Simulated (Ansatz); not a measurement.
# LaScSe3 (model cell, started as cubic perovskite with Sc in the octahedra): following an unstable mode

Aim: this structure of LaScSe3 (model cell, started as cubic perovskite with Sc in the octahedra) is to be tested for unstable modes, and one is followed downhill.

Calculated with Ansatz 0.2.0; DFT PBE, scalar-relativistic, plane waves, PAW; PAW set soft_1.

The structure was built from a prototype and need not be the compound's stable phase.

## 1. Set-up

It takes space group Pm-3m (No. 221, cubic). The conventional cell has a = 5.117 Å, b = 5.117 Å, c = 5.117 Å, α = 90.00°, β = 90.00°, γ = 90.00°. Nearest to La lie 12 Se at 3.62 Å. Sc has 6 Se at 2.56 Å nearest. Nearest to Se lie 2 Sc at 2.56 Å and 4 La at 3.62 Å. Farther neighbours and most contacts between anions are not listed.

## 2. Response at finite wavevector

The cell comes from relaxations at this level that are not shown. Stability and thermal properties need the whole zone. Linear response on a 2×2×2 q mesh gives force constants as far as a supercell of that size would, and the tensors from the zone-centre run are typed in so that the long-range dipole term is interpolated apart.

The input, input.yaml:

```yaml
crystal:
  lattice:
    - [5.1171789167, 0.0, 0.0]
    - [0.0, 5.1171789167, 0.0]
    - [0.0, 0.0, 5.1171789167]
  atoms:
    - { symbol: La, position: [0.0, 0.0, 0.0] }
    - { symbol: Sc, position: [0.5, 0.5, 0.5] }
    - { symbol: Se, position: [0.5, 0.5, 0.0] }
    - { symbol: Se, position: [0.5, 0.0, 0.5] }
    - { symbol: Se, position: [0.0, 0.5, 0.5] }
kpoints:
  mp_grid: { grid: [8, 8, 8] }
hamiltonian:
  xc: pbe
  pseudopotentials: { kind: paw, azcp: { folder: soft_1 } }
scf:
  occupations: { method: fixed }
output:
  eigenvalues: true
phonons:
  method: dfpt
  qmesh: [2, 2, 2]
  temperatures: { t_max: 1000, t_step: 50 }
  qpath:
    path:
      - [[0.0, 0.0, 0.0], [0.0, 0.5, 0.0], [0.5, 0.5, 0.0], [0.0, 0.0, 0.0], [0.5, 0.5, 0.5], [0.0, 0.5, 0.0]]
      - [[0.5, 0.5, 0.5], [0.5, 0.5, 0.0]]
    npoints: 10
  non_analytic_term:
    high_frequency_dielectric_tensor: [[13.5494, 0.0, 0.0], [0.0, 13.5494, 0.0], [0.0, 0.0, 13.5494]]
    born_effective_charges:
      - { species: La, tensor: [[5.6117, 0.0, 0.0], [0.0, 5.6117, 0.0], [0.0, 0.0, 5.6117]] }
      - { species: Sc, tensor: [[5.2518, 0.0, 0.0], [0.0, 5.2518, 0.0], [0.0, 0.0, 5.2518]] }
      - { species: Se, tensor: [[-3.1644, 0.0, 0.0], [0.0, -3.1644, 0.0], [0.0, 0.0, -4.5347]] }
      - { species: Se, tensor: [[-3.1644, 0.0, 0.0], [0.0, -4.5347, 0.0], [0.0, 0.0, -3.1644]] }
      - { species: Se, tensor: [[-4.5347, 0.0, 0.0], [0.0, -3.1644, 0.0], [0.0, 0.0, -3.1644]] }
    source: "zone-centre run at this cell"
```

On the command line:

```bash
$ ansatz run input.yaml --threads 4 --pin off --max-ram 16384MiB --backend cpu --events-out ev --progress --plain --runs-dir out
```

Numbers of over 12 decimals in the logs are rounded to 6 here.

Log:

```text
Engine: ansatz 0.2.0, aarch64-unknown-linux-gnu
Pseudopotentials: kind: paw
Pseudopotential: La, paw, valence charge 11, recommended cutoff 420 eV (normal), soft_1/La.paw.azcp
Pseudopotential: Sc, paw, valence charge 11, recommended cutoff 420 eV (normal), soft_1/Sc.paw.azcp
Pseudopotential: Se, paw, valence charge 16, recommended cutoff 420 eV (normal), soft_1/Se.paw.azcp
Functional definition: PBE
  parameter kappa = 0.804
  parameter beta = 0.066725
  exchange = pbe_x(kappa = kappa, mu = beta*pi^2/3)
  correlation = pbe_c(beta = beta)
Crystal: 5 atoms, lattice volume = 133.996 Å³
Basis set: ecut = 420 eV, 2601 PW (Γ), exchange–correlation on 72×72×72 points (8 copies of the dense FFT grid, shifted against one another)
Bands: 42, of which v1, the nominal top of the filled ones, is band 35 counted from 1 (34 counted from 0)
Symmetry: 48 space group operations
k-points: 35 of 512
Non-local potential: La, projectors of the file, l = 0: 3, l = 1: 2, l = 2: 2, l = 3: 3
Non-local potential: Sc, projectors of the file, l = 0: 3, l = 1: 2, l = 2: 3, l = 3: 1
Non-local potential: Se, projectors of the file, l = 0: 2, l = 1: 2, l = 2: 3, l = 3: 1
PAW form: soft (Blöchl's): semilocal exchange-correlation on the pseudo side does not see the compensation charge
PAW one-centre angular grid: La, 590 points (default); XC on 64 Gauss nodes
PAW one-centre angular grid: Sc, 590 points (default); XC on 64 Gauss nodes
PAW one-centre angular grid: Se, 590 points (default); XC on 64 Gauss nodes
Initial density: superposition of atomic densities (chi_scale 0.1, normalization cell, long waves kept (reshape's long-wave potential 0.00 eV rms))
Initial wavefunctions: pseudopotential atomic-orbital guess
Functional: x = pbe(κ = 0.804, μ = 0.219515), c = pbe(β = 0.066725)
SCF iter   1: F=—  HF=-24803.491826 eV  |F-HF|=—  |Δ(HF+E_count)|=         —  Δρ=1.24e-1  dr2=3.48e1  ethr=3.10e-3  ⟨swp⟩=2.9  Hψ=4003  notcnv=0  defer=87
preconditioner: auto → Resta (q_TF=auto, 2.448 Å⁻¹)  ε∞=20.9  [insulator: Δε(μ)=0.000 eV  Ē_g=3.526 eV  n_scr=26 (ndim 8)  ℏωp=15.7 eV  f_vac=0.000  ε∞_Penn≈20.9]
SCF iter   2: F=—  HF=-24803.003379 eV  |F-HF|=—  |Δ(HF+E_count)|=   4.88e-1  Δρ=5.37e-2  dr2=4.72e0  ethr=3.10e-3  ⟨swp⟩=5.0  Hψ=3981  notcnv=0  defer=115
SCF iter   3: F=—  HF=-24801.863160 eV  |F-HF|=—  |Δ(HF+E_count)|=    1.14e0  Δρ=3.68e-2  dr2=2.35e0  ethr=3.10e-3  ⟨swp⟩=3.1  Hψ=2421  notcnv=0  defer=125
SCF iter   4: F=—  HF=-24801.038972 eV  |F-HF|=—  |Δ(HF+E_count)|=   8.24e-1  Δρ=8.07e-3  dr2=1.04e-1  ethr=3.10e-3  ⟨swp⟩=3.5  Hψ=3473  notcnv=0  defer=39
SCF iter   5: F=—  HF=-24801.017564 eV  |F-HF|=—  |Δ(HF+E_count)|=   2.14e-2  Δρ=4.31e-3  dr2=3.43e-2  ethr=1.48e-4  ⟨swp⟩=3.1  Hψ=3014  notcnv=0  defer=144
SCF iter   6: F=—  HF=-24801.012597 eV  |F-HF|=—  |Δ(HF+E_count)|=   4.97e-3  Δρ=9.41e-4  dr2=3.92e-3  ethr=4.91e-5  ⟨swp⟩=3.8  Hψ=2555  notcnv=0  defer=167
SCF iter   7: F=—  HF=-24801.012201 eV  |F-HF|=—  |Δ(HF+E_count)|=   3.96e-4  Δρ=3.97e-4  dr2=5.84e-4  ethr=5.60e-6  ⟨swp⟩=2.6  Hψ=2666  notcnv=0  defer=170
SCF iter   8: F=—  HF=-24801.012331 eV  |F-HF|=—  |Δ(HF+E_count)|=   1.30e-4  Δρ=4.63e-4  dr2=3.96e-4  ethr=8.34e-7  ⟨swp⟩=2.7  Hψ=2776  notcnv=0  defer=162
SCF iter   9: F=—  HF=-24801.012258 eV  |F-HF|=—  |Δ(HF+E_count)|=   7.23e-5  Δρ=5.27e-5  dr2=6.44e-6  ethr=5.65e-7  ⟨swp⟩=2.7  Hψ=2254  notcnv=0  defer=159
SCF iter  10: F=—  HF=-24801.012262 eV  |F-HF|=—  |Δ(HF+E_count)|=   3.40e-6  Δρ=1.31e-5  dr2=3.96e-7  ethr=9.20e-9  ⟨swp⟩=2.1  Hψ=1829  notcnv=0  defer=114
SCF iter  11: F=—  HF=-24801.012262 eV  |F-HF|=—  |Δ(HF+E_count)|=   2.02e-7  Δρ=8.05e-6  dr2=1.85e-7  ethr=5.66e-10  ⟨swp⟩=2.1  Hψ=2168  notcnv=0  defer=99
SCF iter  12: F=—  HF=-24801.012262 eV  |F-HF|=—  |Δ(HF+E_count)|=   2.71e-8  Δρ=7.70e-7  dr2=8.40e-10  ethr=2.65e-10  ⟨swp⟩=2.1  Hψ=1989  notcnv=0  defer=104
SCF iter  13: F=—  HF=-24801.012262 eV  |F-HF|=—  |Δ(HF+E_count)|=  3.75e-10  Δρ=2.60e-7  dr2=1.05e-10  ethr=1.20e-12  ⟨swp⟩=2.2  Hψ=2651  notcnv=0  defer=103
SCF iter  14: F=-24801.012262 eV  HF=-24801.012262 eV  |F-HF|=7.28e-12  |Δ(HF+E_count)|=  3.64e-12  Δρ=4.90e-8  dr2=3.29e-12  ethr=1.00e-12  ⟨swp⟩=9.4  Hψ=9358  notcnv=0
SCF 1 converged in 14 iterations: F = -24801.012262 eV  dr2 = 3.29e-12
  greatest PAW one-centre occupation: 1.000 electrons in one spin orbital (limit 2), on the Se atom at site 3 (counted from 0), in its partial waves of l = 2
NSCF: frozen V_eff on 35 k-points
NSCF: frozen V_eff on 125 k-points
DFPT response loops at q = (0, 0, 0) (fractional): preconditioner auto → Resta (q_TF=auto, 2.448 Å⁻¹)  ε∞=8.8 (no band partly filled); β = 1.00, the filter's whole step (`scf.mixing.beta` (0.50) is not read by the response loops at its default; to damp them type it under 1.00, their step now; it binds the ground state too); Broyden in place of MSR1
NSCF: frozen V_eff on 250 k-points
DFPT response loops at q = (0, 0, -0.5) (fractional): mixed as the last ones told, above
NSCF: frozen V_eff on 250 k-points
DFPT response loops at q = (0, -0.5, -0.5) (fractional): mixed as the last ones told, above
NSCF: frozen V_eff on 250 k-points
DFPT response loops at q = (-0.5, -0.5, -0.5) (fractional): mixed as the last ones told, above
SCF converged after 14 iterations
Free energy (F): -24801.012262 eV
Harris-Foulkes:  -24801.012262 eV  (|F-HF|=7.28e-12)
Internal energy: -24801.012262 eV  (E = F + TS)
E sigma→0 (E₀):  -24801.012262 eV
Fermi energy:    8.930924 eV
--- Per-component energies (eV) ---
  E_band       = -1329.429308
  E_kinetic    = 723.055347
  E_local      = -9786.503627  (includes V_loc(G=0)·N_el)
  E_nonlocal   = -832.524469
  E_hartree    = 4950.205364
  E_xc         = -484.474622
  E_vxc        = -522.298565  (∫ρ·V_xc dr)
  E_paw        = -12798.801409  (= ΣΔE_a)
  E_vpaw       = -811.567562  (= ΣTr[D̂ρ^β])
  E_aug_tail   = -0.001086  (compensation charges beyond the density's cutoff)
  E_ewald      = -6571.967760
  E_smearing   = -0.000000  (= −TS)
  E_closure    = -0.000000  (closes the sum)
  Σ components = -24801.012262   (vs F -24801.012262, Δ=0.00e0)
--- Band table (eV; the first three rows and the last of 35) ---
  k-point 0: bands = [... 31 lower, 7.6254, 8.8314, 8.8314, 8.8314, 9.7128, 9.7128, 9.7128, 9.8221, ... 3 higher]
  k-point 1: bands = [... 31 lower, 7.4355, 8.3301, 8.6935, 8.6935, 9.7173, 9.8182, 9.8395, 9.8432, ... 3 higher]
  k-point 2: bands = [... 31 lower, 7.0617, 7.4093, 8.4848, 8.4848, 9.7228, 9.8107, 9.8454, 9.8622, ... 3 higher]
  k-point 34: bands = [... 31 lower, 6.3458, 8.9309, 8.9309, 8.9309, 9.8371, 9.8371, 9.8371, 9.9143, ... 3 higher]
--- Phonons (Γ-DFPT): 4 representative perturbations + reference (Σ response iterations 14) ---
  ASR residual: 1.345e-5 → 0.000e0 eV/Å²; symmetrization residual: 6.767e-6 eV/Å²
  ASR residual per site (eV/Å²): 1.34e-5 1.34e-5 1.18e-5 1.18e-5 1.18e-5
  Γ frequencies (cm⁻¹): -91.88 -91.88 -91.88 -82.43 -82.43 -82.43 0.00 0.00 0.00 56.47 56.47 56.47 296.86 296.86 296.86
--- Phonons (arbitrary-q DFPT): 4 irreducible q on the 2×2×2 mesh ---
  q = [0.0000, 0.0000, 0.0000] (star 1, of the zone-centre solve; hermiticity 1.01e-6, symmetrization 1.03e-11): -91.88 -91.88 -91.88 -82.43 -82.43 -82.43 -0.00 0.00 0.00 56.47 56.47 56.47 296.86 296.86 296.86
  q = [0.0000, 0.0000, -0.5000] (star 3, 9 solved perturbations in 975 linear systems a pass and spin channel, the states on 125 of 512 k-point pairs; hermiticity 7.15e-7, symmetrization 3.12e-9): -78.71 -78.71 -61.23 -61.23 -46.76 49.15 49.15 56.55 56.55 68.07 80.64 246.82 262.56 298.27 298.27
  q = [0.0000, -0.5000, -0.5000] (star 3, 9 solved perturbations in 975 linear systems a pass and spin channel, the states on 125 of 512 k-point pairs; hermiticity 1.09e-6, symmetrization 8.21e-9): -106.80 -86.32 -86.32 -46.18 21.88 21.88 60.34 67.16 67.16 103.51 215.52 257.99 264.69 264.69 299.37
  q = [-0.5000, -0.5000, -0.5000] (star 1, 4 solved perturbations in 350 linear systems a pass and spin channel, the states on 125 of 512 k-point pairs; hermiticity 6.22e-7, symmetrization 2.14e-8): -113.46 -113.46 -113.46 -80.80 -80.80 -80.80 96.83 96.83 96.83 210.03 210.03 268.00 268.00 268.00 268.58
  sum rule: each row above includes the acoustic sum rule's correction from the zone centre's row sums; it moved no ω² by more than (0.29 cm⁻¹)²
  mesh force constants: q→R imaginary residual 4.89e-18; ASR residual 1.345e-5 → 0.000e0 eV/Å²; symmetrization residual 1.776e-14 eV/Å²
  interpolated dispersion: 63 rows × 15 modes
  density of states and harmonic sums: on the 12×12×12 q-mesh, interpolated from the force constants of a 2×2×2 supercell (with the dipole–dipole term of supplied tensors)
  largest difference from the sums on the solved wave vectors: F 1.54e-1 eV, S 1.81e-4 and C_V 5.80e-5 eV/K
  zero-point energy: 0.096679 eV/cell   skipped modes (ω ≤ 0): 468, of them read as no rigid motion or as one in doubt: 465 (5.564e0 modes/cell left out, lowest -113.46 cm⁻¹)   left out of the sums: 3.71e-1 of the cell's modes: C_V's classical limit lies that fraction below 3 k_B per atom; for a crystal, a wire or a layer, F and S can be off by more, and a phonons.interpolated_qmesh denser along its periods is the remedy for the sampling
```

Run time: 8.8 min. Hardware: 4 threads of Arm Neoverse V1, shared host; peak memory 2.1 GiB; 34 min of CPU time.

In the SCF lines HF is the Harris–Foulkes energy and dr2 the Hartree energy of the density residual, in eV; the loop may stop once dr2 is under the threshold and the program's other checks hold. Hψ counts applications of the Hamiltonian.

This step gave:

| Quantity | Value |
| --- | --- |
| gap on the k-mesh | 0.7819 eV |
| volume per atom | 26.80 Å³ |
| sum-rule residual before enforcement | 1.34e-5 eV/Å² |
| lowest frequency on the path | -113.5 cm⁻¹ |
| point group | m-3m |
| highest frequency on the path or at a solved wavevector | 332.6 cm⁻¹ |
| highest optical mode at the zone centre (no LO-TO term) | 296.9 cm⁻¹ |
| lowest optical zone-centre mode | -91.88 cm⁻¹ |
| lowest mode on the q mesh (acoustic modes at Γ apart) | -113.5 cm⁻¹ |

Frequencies (cm⁻¹) solved at each irreducible wavevector; negative means imaginary. Frequencies by wavevector, by row:

```
q in reciprocal lattice units  star  mode 1  mode 2  mode 3  mode 4  mode 13  mode 14  mode 15
                        0 0 0     1   -91.9   -91.9   -91.9   -82.4    296.9    296.9    296.9
                     0 0 -0.5     3   -78.7   -78.7   -61.2   -61.2    262.6    298.3    298.3
                  0 -0.5 -0.5     3  -106.8   -86.3   -86.3   -46.2    264.7    264.7    299.4
               -0.5 -0.5 -0.5     1  -113.5  -113.5  -113.5   -80.8      268      268    268.6
```

Interpolated from a 2×2×2 q mesh, with the LO-TO term (at Γ the limit along the path; where Γ stands inside the path, tables give the limit on arrival). The phonon branches at the labelled points (cm⁻¹):

```
    point  branch 1  branch 2  branch 3  branch 4  branch 12  branch 13  branch 14  branch 15
        Γ       -92       -92       -82       -82        100        297        297        333
  halfway       -86       -86       -71       -71        154        298        298        315
        X       -79       -79       -61       -61        247        263        298        298
  halfway       -95       -76       -73       -67        238        263        297        299
        M      -107       -86       -86       -46        258        265        265        299
  halfway       -92       -78       -78       -65        161        283        298        315
        Γ       -92       -92       -82       -82        100        297        297        333
  halfway       -88       -88       -87       -64        167        284        284        316
        R      -114      -114      -114       -81        268        268        268        269
  halfway       -95       -93       -82       -74        234        264        286        304
        X       -79       -79       -61       -61        247        263        298        298
jump to R      -114      -114      -114       -81        268        268        268        269
  halfway      -110       -96       -96       -72        250        266        266        297
        M      -107       -86       -86       -46        258        265        265        299
```

Symmetry leaves 4 wavevectors to solve. The lowest mode among them, the acoustic zeros apart, lies at q = (-0.5, -0.5, -0.5) and is imaginary, 113.5i cm⁻¹, so the energy falls along it.

## 3. The mode frozen in, largest atomic shift 0 Å

The mode followed lies at q = (0, -0.5, -0.5) with frequency 106.8i cm⁻¹, one of the unstable modes though not the softest. At small amplitude the distorted cell has space group no. 127 by a symmetry search on the positions. The undistorted cell that holds it gives the zero of energy on the same k mesh.

System of this step: LaScSe3 (model cell, started as cubic perovskite with Sc in the octahedra). The structure is cubic, space group Pm-3m (No. 221). Conventional cell: a = 5.117 Å, b = 5.117 Å, c = 5.117 Å, α = 90.00°, β = 90.00°, γ = 90.00°. Nearest to La lie 12 Se at 3.62 Å. Nearest to Sc lie 6 Se at 2.56 Å. Nearest to Se lie 2 Sc at 2.56 Å and 4 La at 3.62 Å. Nearest to Se lie 2 Sc at 2.56 Å and 4 La at 3.62 Å. Farther neighbours and most contacts between anions are not listed.

The input, input.yaml:

```yaml
crystal:
  lattice:
    - [-5.1171789167, 0.0, 0.0]
    - [0.0, -5.1171789167, -5.1171789167]
    - [0.0, -5.1171789167, 5.1171789167]
  atoms:
    - { symbol: La, position: [0.0, 0.5, 0.5] }
    - { symbol: La, position: [0.0, 1.0, 0.0] }
    - { symbol: Sc, position: [0.5, 0.0, 0.5] }
    - { symbol: Sc, position: [0.5, 0.5, 0.0] }
    - { symbol: Se, position: [0.5, 0.75, 0.75] }
    - { symbol: Se, position: [0.5, 0.25, 0.25] }
    - { symbol: Se, position: [0.5, 0.75, 0.25] }
    - { symbol: Se, position: [0.5, 0.25, 0.75] }
    - { symbol: Se, position: [0.0, 0.0, 0.5] }
    - { symbol: Se, position: [0.0, 0.5, 0.0] }
kpoints:
  mp_grid: { grid: [6, 4, 4] }
hamiltonian:
  xc: pbe
  pseudopotentials: { kind: paw, azcp: { folder: soft_1 } }
scf:
  occupations: { method: gaussian, width: 0.02 }
output:
  forces: true
  stress: true
  eigenvalues: true
```

Log:

```text
[...]
Crystal: 10 atoms, lattice volume = 267.992 Å³
Basis set: ecut = 420 eV, 5225 PW (Γ), exchange–correlation on 72×100×100 points (8 copies of the dense FFT grid, shifted against one another)
Bands: 84, of which v1, the nominal top of the filled ones, is band 70 counted from 1 (69 counted from 0)
Symmetry: 32 space group operations
[...]
k-points: 24 of 96
[...]
k-point 0: bands = [... 66 lower, 8.8319, 8.8323, 8.8323, 8.8471, 9.7124, 9.7124, 9.7126, 9.8208, ... 10 higher]
  k-point 1: bands = [... 66 lower, 8.0482, 8.5231, 8.5286, 8.5377, 9.8226, 9.8233, 9.8250, 9.8298, ... 10 higher]
  k-point 2: bands = [... 66 lower, 7.8992, 7.8992, 8.1902, 8.1902, 9.8279, 9.8279, 9.8341, 9.8341, ... 10 higher]
  k-point 23: bands = [... 66 lower, 6.9459, 6.9459, 8.8467, 8.8467, 9.8208, 9.8208, 9.8208, 9.8208, ... 10 higher]
[key lines of the parts left out:]
SCF converged after 13 iterations
Free energy (F): -49602.019595 eV
Fermi energy:    9.322217 eV
P = ⅓ Tr σ = 0.0182 GPa (0.182 kbar)
```

It took 13 s on 4 threads; peak memory 1 GiB.

This step gave:

```
pressure                         : 0.01821 GPa
gap on the k-mesh                : 0.7801 eV
energy from the undistorted cell : 0 meV/atom
```

At this level the gap is 0.78 eV on the k-mesh of the self-consistent run, which can miss the band edges.

## 4. The mode frozen in, largest atomic shift 0.6 Å

The atoms are moved along the unstable eigenvector, the largest shift by 0.6 Å, with the cell fixed.

input.yaml, the sections that differ from step 3:

```yaml
crystal:
  lattice:
    - [-5.1171789167, 0.0, 0.0]
    - [0.0, -5.1171789167, -5.1171789167]
    - [0.0, -5.1171789167, 5.1171789167]
  atoms:
    - { symbol: La, position: [0.0, 0.5, 0.5] }
    - { symbol: La, position: [0.0, 1.0, 0.0] }
    - { symbol: Sc, position: [0.5, 0.0, 0.5] }
    - { symbol: Sc, position: [0.5, 0.5, 0.0] }
    - { symbol: Se, position: [0.5, 0.8086260525, 0.8086260525] }
    - { symbol: Se, position: [0.5, 0.1913739475, 0.1913739475] }
    - { symbol: Se, position: [0.5, 0.6913739475, 0.3086260525] }
    - { symbol: Se, position: [0.5, 0.3086260525, 0.6913739475] }
    - { symbol: Se, position: [0.0, 0.0, 0.5] }
    - { symbol: Se, position: [0.0, 0.5, 0.0] }
# kpoints, hamiltonian, scf, output: as in step 3
```

Log:

```text
[...]
Crystal: 10 atoms, lattice volume = 267.992 Å³
Basis set: ecut = 420 eV, 5225 PW (Γ), exchange–correlation on 72×100×100 points (8 copies of the dense FFT grid, shifted against one another)
Bands: 84, of which v1, the nominal top of the filled ones, is band 70 counted from 1 (69 counted from 0)
Symmetry: 16 space group operations
[...]
k-points: 24 of 96
[...]
k-point 0: bands = [... 66 lower, 7.7566, 8.5532, 8.7167, 8.7167, 9.6606, 9.6606, 9.9100, 10.0013, ... 10 higher]
  k-point 1: bands = [... 66 lower, 7.8259, 8.0608, 8.2784, 8.4309, 9.8758, 9.9167, 10.0220, 10.0779, ... 10 higher]
  k-point 2: bands = [... 66 lower, 7.7083, 7.7083, 8.1424, 8.1424, 10.0511, 10.0511, 10.0621, 10.0621, ... 10 higher]
  k-point 23: bands = [... 66 lower, 6.9893, 6.9893, 8.2555, 8.2555, 10.0613, 10.0613, 10.1153, 10.1153, ... 10 higher]
[key lines of the parts left out:]
SCF converged after 11 iterations
Free energy (F): -49603.505058 eV
Fermi energy:    9.188639 eV
P = ⅓ Tr σ = -0.4697 GPa (-4.697 kbar)
```

Wall time 12 s (4 threads); peak memory 1 GiB; 49 s of CPU time.

Numbers from this step:

```
pressure                         : -0.4697 GPa
gap on the k-mesh                : 0.9439 eV
energy from the undistorted cell : -148.5 meV/atom
```

The energy, extrapolated to zero smearing, is -148.55 meV/atom against the undistorted cell.

The run ends at a pressure of -0.47 GPa, with forces up to 0.70 eV/Å.

[end of part 1 of 2]

[Logs are printed without paths, hosts, clocks, repeated set-up lines and the standing remarks that a program may print on its own settings, such as how far it seeks lower states.]

[Hosts, paths, dates, database ids (printed as entryN), source tags and the programs' standing remarks are cut or masked in the printed files.]
